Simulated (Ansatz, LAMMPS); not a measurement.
# Electronic structure of glassy 32SiO2-46B2O3-11MgO-11CaO (mol %) (137 atoms)

Aim: energy, forces, charges and density of states of glassy 32SiO2-46B2O3-11MgO-11CaO (mol %) (137 atoms) at a fixed geometry.

Calculated with Ansatz 0.2.0; Kohn-Sham DFT, PBE, PAW (set soft_2), plane waves.

## Step 1: The starting structure

The cell holds 137 atoms: 12 Si, 34 B, 4 Mg, 4 Ca and 83 O. Cell: a = 11.558 Å, b = 11.558 Å, c = 11.558 Å, α = 90.0°, β = 90.0°, γ = 90.0°. 137 atoms (12 Si, 34 B, 4 Mg, 4 Ca, 83 O) placed at random at 2.18 g/cm³, melted at 3000 K for 20 ps at fixed volume with the Buckingham and Coulomb pair potential of Guillot and Sator (Geochim. Cosmochim. Acta 71, 1249 (2007)) with the boron terms of Wang et al. (J. Non-Cryst. Solids 498, 294 (2018)). Quenched from 3000 K to 300 K at 10 K/ps and fixed volume, held 10 ps at zero pressure.

Limits known from the start: The quench rate of 10 K/ps is many orders above laboratory rates, so the cell is likely richer in defects and strain than a real sample. The network of bonds at the start is that of the classical potential that made the cell, and needn't be the one that DFT or experiment would give. The Brillouin zone is sampled at Γ only, in a cell whose shortest periodic width is 12 Å.

## Step 2: How the cell was made

A classical potential makes the cell, at a small fraction of what the same run would cost in DFT.

This step: classical MD, Buckingham and Coulomb pair potential of Guillot and Sator (Geochim. Cosmochim. Acta 71, 1249 (2007)) with the boron terms of Wang et al. (J. Non-Cryst. Solids 498, 294 (2018)) (LAMMPS 22 Jul 2025 - Update 4).

The input, in.lmp:

```
# melt-quench of Si12B34Mg4Ca4O83
units metal
atom_style charge
boundary p p p
region box block 0 12.0359 0 12.0359 0 12.0359
create_box 5 box
mass 1 28.0850   # Si
mass 2 10.8100   # B
mass 3 24.3050   # Mg
mass 4 40.0780   # Ca
mass 5 15.9990   # O
create_atoms 1 random 12 37743 NULL overlap 1.5 maxtry 2000
create_atoms 2 random 34 37750 NULL overlap 1.5 maxtry 2000
create_atoms 3 random 4 37757 NULL overlap 1.5 maxtry 2000
create_atoms 4 random 4 37764 NULL overlap 1.5 maxtry 2000
create_atoms 5 random 83 37771 NULL overlap 1.5 maxtry 2000
pair_style buck/coul/long 9.0
pair_coeff * * 0.0 1.0 0.0
pair_coeff 1 5 50306.10 0.161 46.2978   # Si-O
pair_coeff 2 5 206941.81 0.124 35.0018   # B-O
pair_coeff 3 5 32652.64 0.178 27.281   # Mg-O
pair_coeff 4 5 155667.70 0.178 42.2597   # Ca-O
pair_coeff 5 5 9022.79 0.265 85.0921   # O-O
pair_coeff 2 2 484.40 0.35 0.0   # B-B
pair_coeff 1 2 337.70 0.29 0.0   # Si-B
set type 1 charge 1.89
set type 2 charge 1.4175
set type 3 charge 0.945
set type 4 charge 0.945
set type 5 charge -0.945
kspace_style pppm 1.0e-4
neigh_modify delay 0 every 1 check yes
thermo_style custom step time temp pe press density
thermo_modify norm yes
# [... 17 lines left out ...]
fix md all nvt temp 3000 300 0.1
run 270000 post no
unfix md
thermo 3333
fix md all npt temp 300 300 0.1 iso 0 0 1
run 10000 post no
unfix md
write_dump all custom glass.dump id type xs ys zs modify sort id
```

The run is started by

```sh
lmp -in in.lmp -log none -nocite
```

Numbers of over 12 decimals in the logs are rounded to 6 here.

The program printed:

```text
LAMMPS (22 Jul 2025 - Update 4)
Created orthogonal box = (0 0 0) to (12.0359 12.0359 12.0359)
Created 12 atoms
Created 34 atoms
Created 4 atoms
Created 4 atoms
Created 83 atoms
PPPM initialization ...
  G vector (1/distance) = 0.3261271
  grid = 10 10 10
  estimated relative force accuracy = 6.6918602e-05
   Step          Time           Temp          PotEng         Press         Density
         0   0              0              1.4664012      1348540.1      2.1809742
       100   0.1            0             -10.884354     -34494.843      2.1809742
       122   0.122          0             -10.949942     -39896.776      2.1809742
Loop time of 0.176847 s on 1 MPI rank(s) for 122 steps with 137 atoms
Minimization stats:
  Stopping criterion = energy tolerance
  Energy initial, next-to-last, final =
       1.4664012126203  -10.9490613880694  -10.9499419853392
  Force two-norm initial, final = 587.96576 4.6560249
  Iterations, force evaluations = 122 200
[... 7 lines left out ...]
      3333   3.333          3266.5443     -10.742684      7977.2096      2.1809742
      6666   6.666          2811.5124     -10.705715      9291.4319      2.1809742
      9999   9.999          3192.3102     -10.701864     -1387.5135      2.1809742
     13332   13.332         2867.8634     -10.676003      10725.863      2.1809742
     16665   16.665         2943.5773     -10.702876     -30681.913      2.1809742
[... 2 lines left out ...]
Loop time of 12.7853 s on 1 MPI rank(s) for 20000 steps with 137 atoms
   Step          Time           Temp          PotEng         Press         Density
[... 12 lines left out ...]
Loop time of 169.195 s on 1 MPI rank(s) for 270000 steps with 137 atoms
   Step          Time           Temp          PotEng         Press         Density
[... 1 line left out ...]
    293304   293.304        301.72625     -11.19965       456.5656       2.4609141
    296637   296.637        299.58248     -11.203832     -5103.4587      2.4602173
    299970   299.97         292.35975     -11.198266     -1419.2588      2.4691249
    301000   301            255.71935     -11.205554     -7090.3102      2.4626415
Loop time of 7.80431 s on 1 MPI rank(s) for 10000 steps with 137 atoms
```

Run time: 3.2 min. Hardware: 1 thread of Arm Neoverse V1, shared host; peak memory 0.071 GiB.

## Step 3: Plane-wave single point

The electrons are solved once, with the atoms held.

The input, input.yaml:

```yaml
crystal:
  lattice:
    - [11.55833, 0.0, 0.0]
    - [0.0, 11.55833, 0.0]
    - [0.0, 0.0, 11.55833]
  atoms:
    - { symbol: Si, position: [0.97946, 0.15156, 0.69112] }
    - { symbol: Si, position: [0.0456, 0.79588, 0.26593] }
    - { symbol: Si, position: [0.59441, 0.12663, 0.6769] }
    - { symbol: Si, position: [0.97956, 0.59272, 0.8343] }
    - { symbol: Si, position: [0.43647, 0.74801, 0.29962] }
    - { symbol: Si, position: [0.68548, 0.77538, 0.66572] }
    - { symbol: Si, position: [0.14675, 0.1346, 0.27587] }
    - { symbol: Si, position: [0.64072, 0.46147, 0.04609] }
    - { symbol: Si, position: [0.50191, 0.12046, 0.16361] }
    - { symbol: Si, position: [0.27043, 0.35983, 0.2595] }
    - { symbol: Si, position: [0.38214, 0.65321, 0.95216] }
    - { symbol: Si, position: [0.82934, 0.06019, 0.01461] }
    - { symbol: B, position: [0.73286, 0.60231, 0.85776] }
    - { symbol: B, position: [0.85783, 0.31062, 0.00452] }
    - { symbol: B, position: [0.33902, 0.98364, 0.32058] }
    - { symbol: B, position: [0.38255, 0.08797, 0.55023] }
    - { symbol: B, position: [0.78537, 0.86726, 0.41226] }
    - { symbol: B, position: [0.69461, 0.23509, 0.30817] }
    - { symbol: B, position: [0.02277, 0.00198, 0.89363] }
    - { symbol: B, position: [0.69815, 0.30057, 0.53412] }
    - { symbol: B, position: [0.30669, 0.75514, 0.65041] }
    - { symbol: B, position: [0.21665, 0.34745, 0.92813] }
    - { symbol: B, position: [0.93904, 0.0221, 0.20012] }
    - { symbol: B, position: [0.60052, 0.98691, 0.96845] }
    - { symbol: B, position: [0.43428, 0.30653, 0.01198] }
    - { symbol: B, position: [0.25721, 0.02828, 0.97167] }
    - { symbol: B, position: [0.79095, 0.49015, 0.61933] }
    - { symbol: B, position: [0.06327, 0.41094, 0.38135] }
    - { symbol: B, position: [0.65824, 0.79879, 0.22256] }
    - { symbol: B, position: [0.79184, 0.97947, 0.62873] }
    - { symbol: B, position: [0.15245, 0.74673, 0.49252] }
    - { symbol: B, position: [0.70939, 0.57647, 0.24102] }
    [... 99 atom lines left out ...]
    - { symbol: O, position: [0.52854, 0.9246, 0.89124] }
    - { symbol: O, position: [0.93626, 0.29407, 0.10488] }
    - { symbol: O, position: [0.92285, 0.27845, 0.71963] }
    - { symbol: O, position: [0.4698, 0.37448, 0.52429] }
    - { symbol: O, position: [0.51318, 0.70413, 0.40697] }
    - { symbol: O, position: [0.00486, 0.71062, 0.7713] }
kpoints:
  mp_grid: { grid: [1, 1, 1] }
hamiltonian:
  xc: pbe
scf:
  occupations: { method: fixed }
output:
  forces: true
  stress: true
  populations: true
  dos:
    method: { smearing: { sigma: 0.1 } }
    de: 0.1
    projected: { site_lists: { B: [B], Ca: [Ca], Mg: [Mg], O: [O], Si: [Si] } }
  eigenvalues: true
  write_density: true
  write_potential: true
  volumetric_format: npy
```

The run is started by

```sh
ansatz run input.yaml --threads 8 --pin off --max-ram 15872MiB --backend cpu --events-out ev --progress --plain --runs-dir out
```

The program printed:

```text
Engine: ansatz 0.2.0, aarch64-unknown-linux-gnu
Pseudopotentials: kind: paw
Pseudopotential: Si, paw, valence charge 4, recommended cutoff 420 eV (normal), Si.paw.azcp
Pseudopotential: B, paw, valence charge 3, recommended cutoff 420 eV (normal), B.paw.azcp
Pseudopotential: Mg, paw, valence charge 10, recommended cutoff 420 eV (normal), Mg.paw.azcp
Pseudopotential: Ca, paw, valence charge 10, recommended cutoff 420 eV (normal), Ca.paw.azcp
Pseudopotential: O, paw, valence charge 6, recommended cutoff 420 eV (normal), O.paw.azcp
[... 5 lines on functional and potentials left out ...]
Crystal: 137 atoms, lattice volume = 1544.135 Å³
Basis set: ecut = 420 eV, 30215 PW (Γ), exchange–correlation on 160×160×160 points (8 copies of the dense FFT grid, shifted against one another)
Bands: 501, of which v1, the nominal top of the filled ones, is band 364 counted from 1 (363 counted from 0)
Symmetry: 1 space group operations
Space group: P1 (ITA 1), of the structure as read, at distance tolerance 1.2e-4 Å
k-points: 1
[... 11 lines on functional and potentials left out ...]
Initial density: superposition of atomic densities (neutral atoms: chi_scale 0, normalization atom), corrected by the library's trained network
Initial wavefunctions: pseudopotential atomic-orbital guess
Functional: x = pbe(κ = 0.804, μ = 0.219515), c = pbe(β = 0.066725)
SCF iter   1: F=—  HF=-75111.611923 eV  |F-HF|=—  |Δ(HF+E_count)|=         —  Δρ=3.88e-3  dr2=3.14e-1  ethr=1.77e-3  ⟨swp⟩=6.0  Hψ=1815  notcnv=0  defer=135
preconditioner: auto → Resta (q_TF=auto, 2.407 Å⁻¹)  ε∞=3.3  [insulator: Δε(μ)=3.565 eV  Ē_g=16.502 eV  n_scr=364 (ndim 8)  ℏωp=24.8 eV  f_vac=0.138  ε∞_Penn≈3.3]
SCF iter   2: F=—  HF=-75111.577413 eV  |F-HF|=—  |Δ(HF+E_count)|=   3.45e-2  Δρ=1.98e-3  dr2=6.54e-2  ethr=4.32e-5  ⟨swp⟩=3.0  Hψ=832  notcnv=0  defer=135
SCF iter   3: F=—  HF=-75111.571721 eV  |F-HF|=—  |Δ(HF+E_count)|=   5.69e-3  Δρ=8.06e-4  dr2=1.68e-2  ethr=8.98e-6  ⟨swp⟩=3.0  Hψ=626  notcnv=0  defer=135
SCF iter   4: F=—  HF=-75111.568978 eV  |F-HF|=—  |Δ(HF+E_count)|=   2.74e-3  Δρ=2.95e-4  dr2=1.57e-3  ethr=2.31e-6  ⟨swp⟩=3.0  Hψ=626  notcnv=0  defer=135
SCF iter   5: F=—  HF=-75111.568895 eV  |F-HF|=—  |Δ(HF+E_count)|=   8.38e-5  Δρ=1.76e-4  dr2=4.35e-4  ethr=2.16e-7  ⟨swp⟩=3.0  Hψ=715  notcnv=0  defer=135
SCF iter   6: F=—  HF=-75111.568856 eV  |F-HF|=—  |Δ(HF+E_count)|=   3.83e-5  Δρ=5.26e-5  dr2=4.37e-5  ethr=5.98e-8  ⟨swp⟩=3.0  Hψ=637  notcnv=0  defer=134
SCF iter   7: F=—  HF=-75111.568762 eV  |F-HF|=—  |Δ(HF+E_count)|=   9.46e-5  Δρ=2.19e-5  dr2=8.01e-6  ethr=6.00e-9  ⟨swp⟩=3.0  Hψ=863  notcnv=0  defer=134
SCF iter   8: F=—  HF=-75111.568766 eV  |F-HF|=—  |Δ(HF+E_count)|=   4.17e-6  Δρ=1.28e-5  dr2=2.31e-6  ethr=1.10e-9  ⟨swp⟩=2.0  Hψ=673  notcnv=0  defer=134
SCF iter   9: F=—  HF=-75111.568766 eV  |F-HF|=—  |Δ(HF+E_count)|=   2.41e-8  Δρ=3.29e-6  dr2=1.85e-7  ethr=3.17e-10  ⟨swp⟩=2.0  Hψ=635  notcnv=0  defer=134
SCF iter  10: F=—  HF=-75111.568766 eV  |F-HF|=—  |Δ(HF+E_count)|=   1.49e-7  Δρ=2.91e-6  dr2=1.07e-7  ethr=1.37e-11  ⟨swp⟩=25.0  Hψ=5274  notcnv=0
SCF iter  11: F=-75111.568766 eV  HF=-75111.568766 eV  |F-HF|=2.01e-9  |Δ(HF+E_count)|=   9.84e-9  Δρ=5.38e-7  dr2=4.73e-9  ethr=1.37e-11  ⟨swp⟩=9.0  Hψ=3056  notcnv=0
SCF 1 converged in 11 iterations: F = -75111.568766 eV  dr2 = 4.73e-9
  greatest PAW one-centre occupation: 1.000 electrons in one spin orbital (limit 2), on the Mg atom at site 46 (counted from 0), in its partial waves of l = 0
SCF converged after 11 iterations
Free energy (F): -75111.568766 eV
Harris-Foulkes:  -75111.568766 eV  (|F-HF|=2.01e-9)
Internal energy: -75111.568766 eV  (E = F + TS)
E sigma→0 (E₀):  -75111.568766 eV
Fermi energy:    4.726630 eV
--- Per-component energies (eV) ---
  E_band       = -4857.001740
  E_kinetic    = 18275.563785
  E_local      = -55404.388211  (includes V_loc(G=0)·N_el)
  E_nonlocal   = 5298.504338
  E_hartree    = 20493.368638
  E_xc         = -8519.580776
  E_vxc        = -10475.558635  (∫ρ·V_xc dr)
  E_paw        = -26620.594542  (= ΣΔE_a)
  E_vpaw       = -3538.073204  (= ΣTr[D̂ρ^β])
  E_aug_tail   = 0.212027  (compensation charges beyond the density's cutoff)
  E_ewald      = -28634.654025
  E_smearing   = -0.000000  (= −TS)
  E_closure    = -0.000000  (closes the sum)
  Σ components = -75111.568766   (vs F -75111.568766, Δ=0.00e0)
--- Forces (eV/Å), atoms counted from 1 ---
  atom   1  Si    -2.02149317    -2.32009958     0.68933390
  atom   2  Si    -1.03460200     0.36447117    -2.11287485
  atom   3  Si     0.10150839    -0.36345166     1.13388114
  atom   4  Si    -0.47178309    -0.60613685     4.82019106
  atom   5  Si     2.26176990     0.27980327    -0.16307852
  atom   6  Si    -0.78105480    -1.32177673     0.72770315
  atom   7  Si     2.38545187    -1.69975564     2.07306339
  atom   8  Si     0.81583105     0.33584958     0.84294956
  atom   9  Si     0.52428416    -0.14835294     2.48262678
  atom  10  Si     0.51351851     2.12091884     3.77484126
  atom  11  Si     0.76166868     0.22892581    -1.36421321
  atom  12  Si    -0.32633705     0.89990526     1.48579181
  atom  13  B      0.95697451    -0.55206125    -2.17099460
  atom  14  B     -0.92461249    -0.17040367     0.60897597
[...]
atom 136  O     -1.23309978     0.92590051     0.53316130
  atom 137  O      0.57062234     0.79236091    -1.23167972
  max |Σ_I F_I| component: 3.06e-5 eV/Å
--- Stress (GPa, compression-positive) ---
       -2.676505      -0.491747       0.400972
       -0.491743      -2.734367      -0.085978
        0.400967      -0.085980      -4.203725
  P = ⅓ Tr σ = -3.2049 GPa (-32.049 kbar)
--- Band table (eV) ---
  k-point 0: bands = ["-70.9431", "-69.9254", "-69.5074", "-68.9010", [... 485 levels ...], "14.4831", "14.5463", "14.5623", "14.6414", "14.6810", "14.7107", "14.7394", "14.7738", "14.7874", "14.8308", "14.8895", "14.9236"]
--- Löwdin populations: 137 sites ---
  site symbol       q [e]
     0     Si      2.2515
     1     Si      2.2342
     2     Si      2.3425
[...]
136      O      6.6275
  spilling = 0.010292 (of n_electrons = 728.000000)
```

Elapsed: 25 s, on 8 threads of Arm Neoverse V1, shared host; peak memory 2.4 GiB.

Numbers from this run:

- free energy: -75111.5688 eV
- free energy per atom: -548.2596 eV/atom
- SCF cycles: 11
- pressure: -3.205 GPa
- r.m.s. force component: 1.165 eV/Å
- longest force: 5.029 eV/Å
- Fermi energy: 4.727 eV
- gap (highest filled to lowest empty level): 3.093 eV
- spilling of the projection: 0.01029

Neighbours are counted within 1.83 Å (O-B), 2.12 Å (O-Si), 3.08 Å (O-Ca), 2.48 Å (O-Mg).

Length of the force by element and coordination:

| element | coordination | atoms | mean length of the force (eV/Å) | spread | least | most |
| --- | --- | --- | --- | --- | --- | --- |
| B | all | 34 | 2.35 | 1.07 | 0.788 | 5.03 |
| B | 3 | 27 | 2.40 | 1.13 | 0.788 | 5.03 |
| B | 4 | 7 | 2.16 | 0.743 | 1.12 | 3.12 |
| Ca | all | 4 | 0.847 | 0.529 | 0.250 | 1.63 |
| Ca | 6 | 1 | 0.250 | 0 | 0.250 | 0.250 |
| Ca | 8 | 3 | 1.05 | 0.463 | 0.499 | 1.63 |
| Mg | all | 4 | 0.769 | 0.175 | 0.577 | 1.03 |
| Mg | 4 | 1 | 0.830 | 0 | 0.830 | 0.830 |
| Mg | 5 | 1 | 0.577 | 0 | 0.577 | 0.577 |
| Mg | 6 | 2 | 0.835 | 0.192 | 0.643 | 1.03 |
| O | all | 83 | 1.47 | 0.792 | 0.213 | 4.04 |
| O | 2 | 44 | 1.48 | 0.848 | 0.213 | 4.04 |
| O | 3 | 36 | 1.40 | 0.701 | 0.374 | 3.00 |
| O | 4 | 3 | 2.02 | 0.743 | 1.20 | 3.00 |
| Si | all | 12 | 2.55 | 1.16 | 1.20 | 4.88 |

Löwdin charges by element and coordination (they lack the spilled electrons, 0.055 e an atom on average):

| element | coordination | atoms | mean charge (e) | spread | least | most |
| --- | --- | --- | --- | --- | --- | --- |
| B | all | 34 | 0.619 | 0.0553 | 0.506 | 0.688 |
| B | 3 | 27 | 0.636 | 0.0475 | 0.516 | 0.688 |
| B | 4 | 7 | 0.554 | 0.0284 | 0.506 | 0.597 |
| Ca | all | 4 | 1.81 | 0.0129 | 1.80 | 1.83 |
| Ca | 6 | 1 | 1.80 | 0 | 1.80 | 1.80 |
| Ca | 8 | 3 | 1.82 | 0.0109 | 1.81 | 1.83 |
| Mg | all | 4 | 1.66 | 0.0175 | 1.64 | 1.68 |
| Mg | 4 | 1 | 1.68 | 0 | 1.68 | 1.68 |
| Mg | 5 | 1 | 1.65 | 0 | 1.65 | 1.65 |
| Mg | 6 | 2 | 1.64 | 0.0078 | 1.64 | 1.65 |
| O | all | 83 | -0.583 | 0.125 | -0.991 | -0.366 |
| O | 2 | 44 | -0.540 | 0.0993 | -0.741 | -0.366 |
| O | 3 | 36 | -0.630 | 0.132 | -0.991 | -0.426 |
| O | 4 | 3 | -0.654 | 0.147 | -0.855 | -0.505 |
| Si | all | 12 | 1.75 | 0.0372 | 1.66 | 1.79 |

Density of states as counts of states in windows of 1 eV (from the Fermi level), total and the larger projections:

| from (eV) | to (eV) | total | O p | B p |
| --- | --- | --- | --- | --- |
| -14 | -12 | 0.0 | 0.0 | 0.0 |
| -12 | -11 | 12.2 | 8.4 | 0.6 |
| -11 | -10 | 21.3 | 14.8 | 1.5 |
| -10 | -9 | 28.3 | 19.7 | 3.4 |
| -9 | -8 | 42.4 | 30.0 | 6.8 |
| -8 | -7 | 34.0 | 24.3 | 5.7 |
| -7 | -6 | 37.8 | 27.8 | 6.6 |
| -6 | -5 | 45.7 | 36.0 | 5.8 |
| -5 | -4 | 64.8 | 56.0 | 3.8 |
| -4 | -3 | 75.6 | 69.2 | 2.3 |
| -3 | -2 | 80.7 | 76.2 | 1.5 |
| -2 | -1 | 42.9 | 41.1 | 0.6 |
| -1 | 0 | 11.0 | 10.6 | 0.2 |
| 0 | 1 | 1.2 | 1.2 | 0.0 |
| 1 | 2 | 0.0 | 0.0 | 0.0 |
| 2 | 3 | 0.1 | 0.0 | 0.1 |
| 3 | 4 | 9.7 | 1.2 | 4.2 |
| 4 | 5 | 35.7 | 3.9 | 13.1 |

With fixed occupations the program's Fermi level is the highest filled level; weight inside the gap is the broadening of levels at its edges.

Between -26 and -14 eV lie 190 more states.

The stored curve holds about 688 of the 728 electrons; the rest, give or take the few that broadening carries across the Fermi level, lie in deeper levels below its range.

The levels nearest the highest filled one (over half full), pooled over k-points and spins:

| level less the highest filled one (eV) | occupation |
| --- | --- |
| -0.940 | 2 |
| -0.644 | 2 |
| -0.475 | 2 |
| -0.332 | 2 |
| -0.257 | 2 |
| 0 | 2 |
| 3.09 | 0 |
| 3.41 | 0 |
| 3.69 | 0 |
| 3.90 | 0 |
| 3.94 | 0 |
| 4.02 | 0 |

Valence density in the bc plane at fractional x = 0.152, with atoms of Si and B and Ca and O within 0.2 Å of it. It is the smooth field of the valence electrons, not physical close to the nuclei.

Values in e/Å³, 13 rows by 16 columns, each cell a mean:
```
0.1 0.3 0.4 0.1 0.2 0.6 1.5 0.4 0.2 0.4 0.1 0.0 0.0 0.0 0.1 0.1
0.1 0.0 0.0 0.1 1.5 2.3 0.4 0.0 0.1 0.1 0.0 0.0 0.0 0.1 0.2 0.1
0.0 0.0 0.0 0.1 2.2 3.2 0.3 0.0 0.0 0.0 0.0 0.0 0.0 0.1 0.1 0.1
0.0 0.0 0.0 0.1 0.1 0.1 0.0 0.0 0.0 0.0 0.0 0.0 0.0 0.1 0.1 0.0
0.0 0.1 0.5 0.4 0.1 0.0 0.0 0.0 0.0 0.0 0.1 0.1 0.1 0.2 0.2 0.1
0.7 0.1 0.6 0.6 0.2 0.2 0.1 0.0 0.0 0.2 0.7 0.7 0.3 0.1 0.4 1.8
2.1 0.2 0.8 0.9 0.5 0.7 0.4 0.1 0.0 0.1 0.4 0.7 0.6 0.3 1.0 4.7
0.2 0.5 4.5 3.0 0.3 0.2 0.4 0.4 0.1 0.0 0.0 0.3 1.8 1.4 0.2 0.5
0.3 0.4 1.1 0.7 0.1 0.2 2.2 3.1 0.3 0.0 0.0 0.1 0.8 0.7 0.1 0.1
0.5 0.4 0.2 0.8 0.7 0.2 0.6 0.7 0.1 0.0 0.0 0.1 0.3 0.2 0.1 0.2
0.1 0.1 0.2 0.9 1.0 0.2 0.1 0.0 0.0 0.0 0.0 0.4 3.8 2.2 0.1 0.0
0.0 0.1 0.2 0.4 0.4 0.2 0.4 0.2 0.1 0.0 0.0 0.3 2.0 1.3 0.1 0.0
0.1 0.6 1.0 0.4 0.3 1.2 5.1 1.6 0.2 0.1 0.0 0.1 0.1 0.2 0.1 0.1
```
Columns run along b (11.6 Å), rows up along c (11.6 Å). Atoms in or near the plane, at fractional coordinates: Si at (0.13, 0.28), B at (0.75, 0.49), Ca at (0.97, 0.51), O at (0.79, 0.16), O at (0.17, 0.41), O at (0.31, 0.83), O at (0.40, 0.02).

Electrostatic potential energy in the bc plane at fractional x = 0.152, with atoms of Si and B and Ca and O within 0.2 Å of it. With pseudopotentials it is smooth inside the atoms' cores, unlike the true potential.

Ten even steps from '0' (-39 eV) to '9' (10 eV), each cell a mean:
```
999989998877435889999999999999999
999999999876788999999999999999999
999999999756899999999999999999999
999999998201699999999999999999999
999999998302799999999999999999999
999999999988999999999999999999999
999999999999999999999999999999999
999999999999999999999999999999999
899998899999999999999999999999998
788987788999999989999999999998876
368888755789999999999877567887411
047888500588899999999873003786200
158875434788899999999973003787300
678830038899999999999987644588765
888830159999976799999999852389888
987643589999830279999999986799999
885000378999842389999999988899999
874000267899998999999999988899999
987312554689999999999999976799999
998877776789999999999999710289999
999988877889999999999999710279999
999998754678888888999999975689999
999988754677313777899999987789999
999857877775000578899999998889999
```
Columns run along b (11.6 Å; values clipped at the 3rd and 97th percentile), rows up along c (11.6 Å). Atoms in or near the plane, at fractional coordinates: Si at (0.13, 0.28), B at (0.75, 0.49), Ca at (0.97, 0.51), O at (0.79, 0.16), O at (0.17, 0.41), O at (0.31, 0.83), O at (0.40, 0.02).

Mean Löwdin charges: B +0.62, Ca +1.81, Mg +1.66, O -0.58, Si +1.75 e (they miss 1.0 % of the electrons, so they add up to more than the cell's charge). The largest share in the top eV of filled states is O p (97 % of the projected weight), and in the lowest eV of empty states B p (55 % of the projected weight).

(Continued in part 2 of 2.)

[Logs are printed without paths, hosts, clocks, repeated set-up lines and the standing remarks that a program may print on its own settings, such as how far it seeks lower states.]

[Hosts, paths, dates, database ids (printed as entryN), source tags and the programs' standing remarks are cut or masked in the printed files.]
